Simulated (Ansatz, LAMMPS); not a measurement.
# Aqueous N(CH3)4+ and BF4-, 1.9 mol of salt per kg of water at 300 K (215 atoms): support functions against a reference

Wanted: errors and times of a linear-scaling basis for aqueous N(CH3)4+ and BF4-, 1.9 mol of salt per kg of water at 300 K (215 atoms). A setting counts as converged where the r.m.s. difference of forces stays under 1 % of the r.m.s. force.

Program: Ansatz 0.2.0. Level of theory: Kohn-Sham DFT, PBE+D4, PAW (set soft_2), plane waves. Values are calculated unless marked as measured.

### 1. The structure

The cell holds 215 atoms: 8 C, 2 N, 138 H, 2 B, 8 F and 57 O. Its edges and angles: a = 12.910 Å, b = 12.910 Å, c = 12.910 Å, α = 90.0°, β = 90.0°, γ = 90.0°. 57 H2O, 2 N(CH3)4+, 2 BF4- placed at random, at 1.04 g/cm³; overlaps pushed apart, then 10 ps at 420 K with stiff harmonic cages for PF6 and BF4 with UFF radii; MMFF94 bonds, angles, torsions, charges and radii (Halgren, J. Comput. Chem. 17, 490 (1996)) in harmonic and 12-6 forms; SPC/E water (Berendsen, Grigera and Straatsma, J. Phys. Chem. 91, 6269 (1987)); charges of ions scaled by 0.85. Snapshot after 20 ps at 300 K and fixed volume.

What the set-up can't give: The network of contacts between molecules at the start is that of the classical potential that made the cell, and needn't be the one that DFT or experiment would give. The concentration wasn't checked against solubility and may exceed it. The density was typed from a rule of thumb and may lie off the real one at this temperature. Sampling is at Γ alone, for a cell whose shortest periodic width is 13 Å.

### 2. The classical run that made the cell

A classical potential makes the cell, at a small fraction of what the same run would cost in DFT.

This step: classical MD, stiff harmonic cages for PF6 and BF4 with UFF radii; MMFF94 bonds, angles, torsions, charges and radii (Halgren, J. Comput. Chem. 17, 490 (1996)) in harmonic and 12-6 forms; SPC/E water (Berendsen, Grigera and Straatsma, J. Phys. Chem. 91, 6269 (1987)); charges of ions scaled by 0.85 (LAMMPS 22 Jul 2025 - Update 4).

in.lmp reads:

```
# aqueous N(CH3)4+ and BF4-, 1.9 mol of salt per kg of water
units real
atom_style full
boundary p p p
bond_style harmonic
angle_style harmonic
dihedral_style opls
improper_style harmonic
special_bonds lj 0 0 0.5 coul 0 0 0.75
read_data data.lmp
neigh_modify delay 0 every 1 check yes one 4000
comm_modify cutoff 12.0
timestep 0.5
thermo_style custom step time temp pe press density
thermo_modify norm yes
# push overlapping molecules apart
pair_style soft 2.6
pair_coeff * * 0.0
variable a equal ramp(1,60)
fix ad all adapt 1 pair soft a * * v_a
velocity all create 420 844556 mom yes dist gaussian
fix lim all nve/limit 0.03
fix lan all langevin 420 420 50 844557 zero yes
thermo 1000
run 3000 post no
unfix ad
pair_style lj/cut/coul/long 9.0
pair_modify mix arithmetic tail yes
pair_coeff 1 1 0.0678 3.3680   # C
pair_coeff 2 2 0.0721 3.3270   # N
pair_coeff 3 3 0.0216 2.5400   # H
pair_coeff 4 4 0.1800 3.6375   # B
pair_coeff 5 5 0.0500 2.9970   # F
pair_coeff 6 6 0.1553 3.1660   # O
# [... 20 lines left out ...]
compute msd all msd com yes
thermo 5000
fix md all nvt temp 300 300 100
run 20000 post no
print "== T300: mean square displacement over the hold $(c_msd[4]:%.2f) A^2"
unfix md
uncompute msd
write_dump all custom T300.dump id type xs ys zs modify sort id
```

Run with:

```sh
> lmp -in in.lmp -log none -nocite
```

The program printed:

```text
LAMMPS (22 Jul 2025 - Update 4)
Reading data file ...
  orthogonal box = (0 0 0) to (12.90954 12.90954 12.90954)
  215 atoms
  orthogonal box = (0 0 0) to (12.90954 12.90954 12.90954)
  166 bonds
  117 angles
  72 dihedrals
WARNING: Bond/angle/dihedral extent > half of periodic box length
   Step          Time           Temp          PotEng         Press         Density
         0   0              420            0.26774323     6545.4814      1.0409988
      1000   500            433.27804      1.0549389      25422.989      1.0409988
      2000   1000           373.28616      0.99958598     28465.983      1.0409988
[... 46 lines left out ...]
WARNING: Bond/angle/dihedral extent > half of periodic box length
   Step          Time           Temp          PotEng         Press         Density
[... 2 lines left out ...]
     25000   24000          309.19856     -3.566745       1750.2344      1.0409988
     30000   29000          273.69998     -3.5541313     -2391.5384      1.0409988
     35000   34000          295.04013     -3.6344328     -548.65796      1.0409988
     37000   36000          297.48574     -3.5969632     -715.68678      1.0409988
WARNING: Bond/angle/dihedral extent > half of periodic box length
Loop time of 16.0683 s on 1 MPI rank(s) for 20000 steps with 215 atoms
== T300: mean square displacement over the hold 23.36 A^2
```

Elapsed: 31 s, on 1 thread of Intel Xeon Platinum 8488C (Sapphire Rapids), shared host; peak memory 0.12 GiB.

The input also reads data.lmp (atoms, bonds and types; not printed here).

### 3. Plane-wave single point

The first run uses the default basis; a harder plane-wave run follows as the reference for the support functions.

input.yaml reads:

```yaml
crystal:
  lattice:
    - [12.90954, 0.0, 0.0]
    - [0.0, 12.90954, 0.0]
    - [0.0, 0.0, 12.90954]
  atoms:
    - { symbol: C, position: [0.11614, 0.58087, 0.624] }
    - { symbol: "N", position: [0.18796, 0.49907, 0.5876] }
    - { symbol: C, position: [0.20076, 0.51596, 0.47558] }
    - { symbol: C, position: [0.28492, 0.51499, 0.64916] }
    - { symbol: C, position: [0.15154, 0.3883, 0.59872] }
    - { symbol: H, position: [0.13996, 0.65703, 0.60433] }
    - { symbol: H, position: [0.1192, 0.57166, 0.70958] }
    - { symbol: H, position: [0.03781, 0.56776, 0.59104] }
    - { symbol: H, position: [0.23662, 0.58856, 0.45718] }
    - { symbol: H, position: [0.24846, 0.45126, 0.44935] }
    - { symbol: H, position: [0.12609, 0.52599, 0.43793] }
    - { symbol: H, position: [0.26911, 0.4972, 0.72994] }
    - { symbol: H, position: [0.34224, 0.46341, 0.61656] }
    - { symbol: H, position: [0.30273, 0.5958, 0.63777] }
    - { symbol: H, position: [0.21736, 0.33851, 0.57547] }
    - { symbol: H, position: [0.0809, 0.38526, 0.55122] }
    - { symbol: H, position: [0.12695, 0.37612, 0.67858] }
    - { symbol: C, position: [0.57899, 0.51331, 0.18891] }
    - { symbol: "N", position: [0.62964, 0.57925, 0.11242] }
    - { symbol: C, position: [0.73874, 0.59303, 0.14293] }
    - { symbol: C, position: [0.62774, 0.53908, 0.00072] }
    - { symbol: C, position: [0.58257, 0.68364, 0.1121] }
    - { symbol: H, position: [0.61086, 0.43371, 0.18771] }
    - { symbol: H, position: [0.49319, 0.50983, 0.17021] }
    - { symbol: H, position: [0.58458, 0.55398, 0.26066] }
    - { symbol: H, position: [0.76872, 0.51431, 0.13677] }
    - { symbol: H, position: [0.78949, 0.63786, 0.08891] }
    - { symbol: H, position: [0.74673, 0.62811, 0.21949] }
    - { symbol: H, position: [0.54459, 0.52637, 0.98266] }
    - { symbol: H, position: [0.66933, 0.59016, 0.94712] }
    - { symbol: H, position: [0.66526, 0.46205, 0.99704] }
    - { symbol: H, position: [0.60689, 0.7224, 0.18165] }
    [... 177 atom lines left out ...]
    - { symbol: O, position: [0.79824, 0.323, 0.97703] }
    - { symbol: H, position: [0.81824, 0.29343, 0.04578] }
    - { symbol: H, position: [0.83186, 0.39219, 0.96793] }
    - { symbol: O, position: [0.6086, 0.18554, 0.69045] }
    - { symbol: H, position: [0.60286, 0.12642, 0.74017] }
    - { symbol: H, position: [0.60643, 0.25241, 0.72948] }
kpoints:
  mp_grid: { grid: [1, 1, 1] }
hamiltonian:
  xc: pbe
  dispersion: d4
scf:
  occupations: { method: fixed }
output:
  forces: true
  stress: true
  populations: true
  dos:
    method: { smearing: { sigma: 0.08 } }
    de: 0.1
    projected: { site_lists: { B: [B], C: [C], F: [F], H: [H], "N": ["N"] } }
  eigenvalues: true
  write_density: true
  write_potential: true
  volumetric_format: npy
  elf: true
```

Run with:

```sh
> ansatz run input.yaml --threads 8 --pin off --max-ram 15872MiB --backend cpu --events-out ev --progress --plain --runs-dir out
```

The program printed:

```text
Engine: ansatz 0.2.0, x86_64-unknown-linux-gnu
Pseudopotentials: kind: paw
Pseudopotential: C, paw, valence charge 4, recommended cutoff 420 eV (normal), C.paw.azcp
Pseudopotential: N, paw, valence charge 5, recommended cutoff 420 eV (normal), N.paw.azcp
Pseudopotential: H, paw, valence charge 1, recommended cutoff 420 eV (normal), H.paw.azcp
Pseudopotential: B, paw, valence charge 3, recommended cutoff 420 eV (normal), B.paw.azcp
Pseudopotential: F, paw, valence charge 7, recommended cutoff 420 eV (normal), F.paw.azcp
Pseudopotential: O, paw, valence charge 6, recommended cutoff 420 eV (normal), O.paw.azcp
[... 5 lines on functional and potentials left out ...]
Crystal: 215 atoms, lattice volume = 2151.455 Å³
Basis set: ecut = 420 eV, 42115 PW (Γ), exchange–correlation on 180×180×180 points (8 copies of the dense FFT grid, shifted against one another)
Bands: 507, of which v1, the nominal top of the filled ones, is band 292 counted from 1 (291 counted from 0)
Symmetry: 1 space group operations
Space group: P1 (ITA 1), of the structure as read, at distance tolerance 1.3e-4 Å
k-points: 1
[... 13 lines on functional and potentials left out ...]
Initial density: superposition of atomic densities (neutral atoms: chi_scale 0, normalization atom), corrected by the library's trained network
Initial wavefunctions: pseudopotential atomic-orbital guess
Functional: x = pbe(κ = 0.804, μ = 0.219515), c = pbe(β = 0.066725)
SCF iter   1: F=—  HF=-44129.716016 eV  |F-HF|=—  |Δ(HF+E_count)|=         —  Δρ=3.48e-3  dr2=2.99e-1  ethr=1.77e-3  ⟨swp⟩=5.0  Hψ=1724  notcnv=0  defer=211
preconditioner: auto → Resta (q_TF=auto, 2.195 Å⁻¹)  ε∞=2.2  [insulator: Δε(μ)=3.968 eV  Ē_g=17.348 eV  n_scr=388 (ndim 8)  ℏωp=19.1 eV  f_vac=0.271  ε∞_Penn≈2.2]
SCF iter   2: F=—  HF=-44129.613361 eV  |F-HF|=—  |Δ(HF+E_count)|=   1.03e-1  Δρ=1.53e-3  dr2=5.90e-2  ethr=5.13e-5  ⟨swp⟩=2.0  Hψ=869  notcnv=0  defer=213
SCF iter   3: F=—  HF=-44129.583440 eV  |F-HF|=—  |Δ(HF+E_count)|=   2.99e-2  Δρ=6.67e-4  dr2=1.48e-2  ethr=1.01e-5  ⟨swp⟩=3.0  Hψ=585  notcnv=0  defer=213
SCF iter   4: F=—  HF=-44129.579594 eV  |F-HF|=—  |Δ(HF+E_count)|=   3.85e-3  Δρ=2.23e-4  dr2=1.30e-3  ethr=2.54e-6  ⟨swp⟩=2.0  Hψ=584  notcnv=0  defer=213
SCF iter   5: F=—  HF=-44129.579464 eV  |F-HF|=—  |Δ(HF+E_count)|=   1.30e-4  Δρ=1.08e-4  dr2=2.27e-4  ethr=2.22e-7  ⟨swp⟩=2.0  Hψ=578  notcnv=0  defer=213
SCF iter   6: F=—  HF=-44129.579448 eV  |F-HF|=—  |Δ(HF+E_count)|=   1.58e-5  Δρ=3.75e-5  dr2=2.57e-5  ethr=3.89e-8  ⟨swp⟩=2.0  Hψ=584  notcnv=0  defer=213
SCF iter   7: F=—  HF=-44129.580010 eV  |F-HF|=—  |Δ(HF+E_count)|=   5.61e-4  Δρ=1.13e-5  dr2=2.39e-6  ethr=4.40e-9  ⟨swp⟩=2.0  Hψ=790  notcnv=0  defer=209
SCF iter   8: F=—  HF=-44129.580011 eV  |F-HF|=—  |Δ(HF+E_count)|=   8.86e-7  Δρ=4.52e-6  dr2=3.64e-7  ethr=4.10e-10  ⟨swp⟩=2.0  Hψ=576  notcnv=0  defer=209
SCF iter   9: F=-44129.580011 eV  HF=-44129.580011 eV  |F-HF|=1.39e-8  |Δ(HF+E_count)|=   9.71e-9  Δρ=1.67e-6  dr2=5.00e-8  ethr=1.71e-11  ⟨swp⟩=22.0  Hψ=5042  notcnv=0
SCF 1 converged in 9 iterations: F = -44129.580011 eV  dr2 = 5.00e-8
  greatest PAW one-centre occupation: 0.931 electrons in one spin orbital (limit 2), on the F atom at site 41 (counted from 0), in its partial waves of l = 0
WARN: The input density's exchange-correlation potential varies sharply where the density is thin. Do not read a vacuum level from v_tot or v_xc, or from such a field of the output density. On a cell that repeats whose density bears no net charge and no dipole along the vacuum's axis use v_es (v_loc + v_h of the components); [...]
SCF converged after 9 iterations
Free energy (F): -44129.580011 eV
Harris-Foulkes:  -44129.580011 eV  (|F-HF|=1.39e-8)
Internal energy: -44129.580011 eV  (E = F + TS)
E sigma→0 (E₀):  -44129.580011 eV
Fermi energy:    -1.749403 eV
--- Per-component energies (eV) ---
  E_band       = -5558.216045
  E_kinetic    = 14586.699190
  E_local      = -48074.090968  (includes V_loc(G=0)·N_el)
  E_nonlocal   = 3890.733957
  E_hartree    = 17619.349850
  E_xc         = -6593.403498
  E_vxc        = -8408.781843  (∫ρ·V_xc dr)
  E_paw        = -11927.457419  (= ΣΔE_a)
  E_vpaw       = -2791.458442  (= ΣTr[D̂ρ^β])
  E_aug_tail   = -0.005172  (compensation charges beyond the density's cutoff)
  E_ewald      = -13624.604119
  E_disp       = -6.801831  (pairwise vdW)
  E_smearing   = -0.000000  (= −TS)
  E_closure    = 0.000000  (closes the sum)
  Σ components = -44129.580011   (vs F -44129.580011, Δ=0.00e0)
--- Forces (eV/Å), atoms counted from 1 ---
  atom   1  C     -1.57860752    -1.56987099     1.61973271
  atom   2  N     -0.14768818     0.47638628    -0.05016565
  atom   3  C      0.73403756    -0.26355033    -0.39868303
  atom   4  C     -0.19718539    -0.17535605    -0.76658222
  atom   5  C     -0.61204138     0.91625040     0.25903734
  atom   6  H      0.81718634     0.90130983    -0.52700551
  atom   7  H     -0.73165031     0.34844788    -0.43375176
  atom   8  H      0.39444011    -0.05886228     0.45374501
  atom   9  H      0.83680414     0.64220573     0.30649586
  atom  10  H     -0.22770372     0.14712754    -0.60957362
  atom  11  H     -0.38029475    -0.77108648    -0.04046016
  atom  12  H     -0.07159442    -0.09008762     0.16983563
  atom  13  H      0.57622461    -0.10462034     0.00186362
  atom  14  H      0.66211138     0.45568477     0.18931323
[...]
atom 214  H      0.02830410     1.21186950    -0.46341022
  atom 215  H      0.32016014    -0.84202081    -0.07889527
  max |Σ_I F_I| component: 4.67e-5 eV/Å
--- Stress (GPa, compression-positive) ---
       -1.977568       0.117853       0.502554
        0.117853      -1.759969       0.078401
        0.502555       0.078400      -1.594596
  P = ⅓ Tr σ = -1.7774 GPa (-17.774 kbar)
--- Band table (eV) ---
  k-point 0: bands = ["-26.7809", "-26.6343", "-25.7959", "-25.5858", [... 491 levels ...], "11.1626", "11.2028", "11.2483", "11.2567", "11.2753", "11.3371", "11.3584", "11.3919", "11.4236", "11.4456", "11.4496", "11.4714"]
--- Löwdin populations: 215 sites ---
  site symbol       q [e]
     0      C      4.3508
     1      N      4.8429
     2      C      4.3590
[...]
214      H      0.6130
  spilling = 0.011080 (of n_electrons = 584.000000)
```

It took 18 s on 8 threads of Intel Xeon Platinum 8488C (Sapphire Rapids), shared host; peak memory 3.3 GiB.

The program notes that the exchange-correlation potential is rough where the density is thin.

Read from the output:

```yaml
free_energy: -44129.5800 eV
free_energy_per_atom: -205.2539 eV/atom
scf_cycles: 9
pressure: -1.777 GPa
r_m_s_force_component: 0.5921 eV/Å
longest_force: 2.753 eV/Å
fermi_energy: -1.749 eV
spacing_of_highest_filled_and_lowest_empty_level: 3.95 eV
spilling_of_the_projection: 0.01108
```

The r.m.s. force component of 0.59 eV/Å and the pressure of -1.8 GPa set the scale for the differences below.

### 4. Plane waves at 750 eV (750 eV)

A harder cutoff gives the support functions a reference with less basis error.

input.yaml, the sections that differ from step 3:

```yaml
output:
  forces: true
  eigenvalues: true
basis:
  ecutwfc: "750 eV"
# crystal, kpoints, hamiltonian, scf: as in step 3
```

The program printed:

```text
[...]
Crystal: 215 atoms, lattice volume = 2151.455 Å³
Basis set: ecut = 750 eV, 100377 PW (Γ), exchange–correlation on 240×240×240 points (8 copies of the dense FFT grid, shifted against one another)
Bands: 507, of which v1, the nominal top of the filled ones, is band 292 counted from 1 (291 counted from 0)
Symmetry: 1 space group operations
[...]
k-points: 1
[...]
SCF iter   1: F=—  HF=-44130.734042 eV  |F-HF|=—  |Δ(HF+E_count)|=         —  Δρ=3.69e-3  dr2=3.05e-1  ethr=1.77e-3  ⟨swp⟩=5.0  Hψ=1724  notcnv=0  defer=213
[...]
SCF iter   3: F=—  HF=-44130.604740 eV  |F-HF|=—  |Δ(HF+E_count)|=   2.86e-2  Δρ=6.98e-4  dr2=1.49e-2  ethr=1.02e-5  ⟨swp⟩=3.0  Hψ=586  notcnv=0  defer=45
automatic band count: iteration 3 solves 339 bands in place of 507: the levels show a gap, and the empty bands left out lie too high to hold charge; the band table lists the bands solved (type scf.n_extra_bands for more)
SCF iter   4: F=—  HF=-44130.601063 eV  |F-HF|=—  |Δ(HF+E_count)|=   3.68e-3  Δρ=2.25e-4  dr2=1.30e-3  ethr=2.55e-6  ⟨swp⟩=3.0  Hψ=585  notcnv=0  defer=45
[...]
SCF iter   9: F=-44130.600853 eV  HF=-44130.600853 eV  |F-HF|=1.85e-8  |Δ(HF+E_count)|=   2.14e-8  Δρ=1.72e-6  dr2=5.18e-8  ethr=1.71e-11  ⟨swp⟩=15.0  Hψ=1877  notcnv=0
SCF 1 converged in 9 iterations: F = -44130.600853 eV  dr2 = 5.18e-8
[...]
SCF converged after 9 iterations
Free energy (F): -44130.600853 eV
[...]
Internal energy: -44130.600853 eV  (E = F + TS)
E sigma→0 (E₀):  -44130.600853 eV
Fermi energy:    -1.750084 eV
[...]
Σ components = -44130.600853   (vs F -44130.600853, Δ=0.00e0)
--- Forces (eV/Å), atoms counted from 1 ---
  atom   1  C     -1.58404438    -1.56290665     1.62351610
  atom   2  N     -0.14741015     0.47659871    -0.04995166
  atom   3  C      0.73548741    -0.26129979    -0.40783107
  atom   4  C     -0.19015625    -0.17406038    -0.76268132
[...]
atom 215  H      0.32104159    -0.85717626    -0.08662168
  max |Σ_I F_I| component: 3.89e-5 eV/Å
--- Band table (eV) ---
[...]
```

Elapsed: 19 s, on 8 threads; peak memory 6.7 GiB; 2.3 min of CPU time.

Forces differ from the reference by 9.4 meV/Å r.m.s., 1.6 % of their size, over a tolerance of 1 %; the energy by -4.7 meV/atom. This is the tighter run, so the reference isn't converged in this setting (nor is this run shown to be).

### 5. Support functions medium

The cell is solved in localised support functions. Besides, the program derives a nominal cutoff of 631 eV for this run, against the reference's 750.

This step: Kohn-Sham DFT, PBE+D4, PAW (set soft_2), localised support functions (medium) (Ansatz 0.2.0).

input.yaml, the sections that differ from step 4:

```yaml
scf:
  occupations: { method: fixed }
  eigensolver: { kind: { support_functions: { accuracy: medium } } }
  max_iter: 150
# crystal, kpoints, hamiltonian, output: as in step 4
# basis: removed
```

The program printed:

```text
Warning: scf.eigensolver.kind.support_functions: disabling space-group detection — the functions' gradient is summed over unrotated k-points, so no spatial operation reduces the k-mesh or symmetrises the density; time reversal is kept, so that k and −k are solved as one point where they differ and the mesh holds both, and exact exchange and, on two spinor components, a DFT+U term hold to it where the run has them: [...]
Warning: basis.ecutwfc = 631 eV, auto-derived: no grid that the accuracy of the support functions lays serves the files at the lower one that their records recommend; a deck with other species or settings can derive another value
settings of this run that can trade accuracy for cost: scf.eigensolver.kind.support_functions [...]
[...]
Crystal: 215 atoms, lattice volume = 2151.455 Å³
Basis set: ecut = 631 eV, 77605 PW (Γ), exchange–correlation on 216×216×216 points (8 copies of the dense FFT grid, shifted against one another)
Bands: 351, of which v1, the nominal top of the filled ones, is band 292 counted from 1 (291 counted from 0)
Symmetry: 1 space group operations
k-points: 1
[...]
SCF iter   1: F=—  HF=-44133.726277 eV  |F-HF|=—  |Δ(HF+E_count)|=         —  Δρ=9.88e-2  dr2=1.78e2  ethr=1.00e-1
[...]
SCF iter  11: F=—  HF=-44130.728748 eV  |F-HF|=—  |Δ(HF+E_count)|=   3.41e-3  Δρ=2.72e-5  dr2=1.80e-5  ethr=1.57e-8  κ⁻¹=3.5e-6(r=7)
SCF iter  12: F=-44130.731318 eV  HF=-44130.731320 eV  |F-HF|=2.40e-6  |Δ(HF+E_count)|=   2.57e-3  Δρ=1.26e-5  dr2=4.13e-6  ethr=3.08e-9
SCF 1 converged in 12 iterations: F = -44130.756531 eV  dr2 = 4.13e-6
[...]
SCF converged after 12 iterations
Stability not checked: this state was not tested for a lower state beside it, because the mixer in use, unlike msr1, does not test its closes by its own steps (another_mixer; see scf.mixing.algorithm and scf.lower_state_search)
Free energy (F): -44130.756531 eV
[...]
Internal energy: -44130.756531 eV  (E = F + TS)
E sigma→0 (E₀):  -44130.756531 eV
Fermi energy:    -1.749984 eV
[...]
Σ components = -44130.756531   (vs F -44130.756531, Δ=0.00e0)
--- Forces (eV/Å), atoms counted from 1 ---
  atom   1  C     -1.58413590    -1.56228546     1.62371491
  atom   2  N     -0.14726405     0.47652298    -0.05006570
  atom   3  C      0.73595474    -0.26148521    -0.40838067
  atom   4  C     -0.18999540    -0.17399652    -0.76180476
[...]
atom 215  H      0.32088058    -0.85952806    -0.08765276
  max |Σ_I F_I| component: 6.39e-3 eV/Å
--- Band table (eV) ---
[...]
```

Run time: 61 s. Hardware: 8 threads; peak memory 5.4 GiB.

The program notes that the band table was not solved further than the SCF left it and it switched symmetry off.

Keys that differ from the reference: basis.ecutwfc removed, support_functions.accuracy = "medium" and scf.max_iter = 150.

Forces differ from the reference by 1.7 meV/Å r.m.s., 0.29 % of their size, well within a tolerance of 1 %; the energy by -0.72 meV/atom. It took 3.2 times the reference's time (shared host, so rough).

(Continued in part 2 of 4.)

[Long decimals in the printed logs are rounded to 6 places.]

[Logs are printed without paths, hosts, clocks, repeated set-up lines and the standing remarks that a program may print on its own settings, such as how far it seeks lower states.]

[Hosts, paths, dates, database ids (printed as entryN), source tags and the programs' standing remarks are cut or masked in the printed files.]

[The MMFF94 radii named for the starting cell were scaled by 0.96; in molecules described by MMFF94, hydrogen bound to N, O or S took a small fixed 12-6 site in their place.]
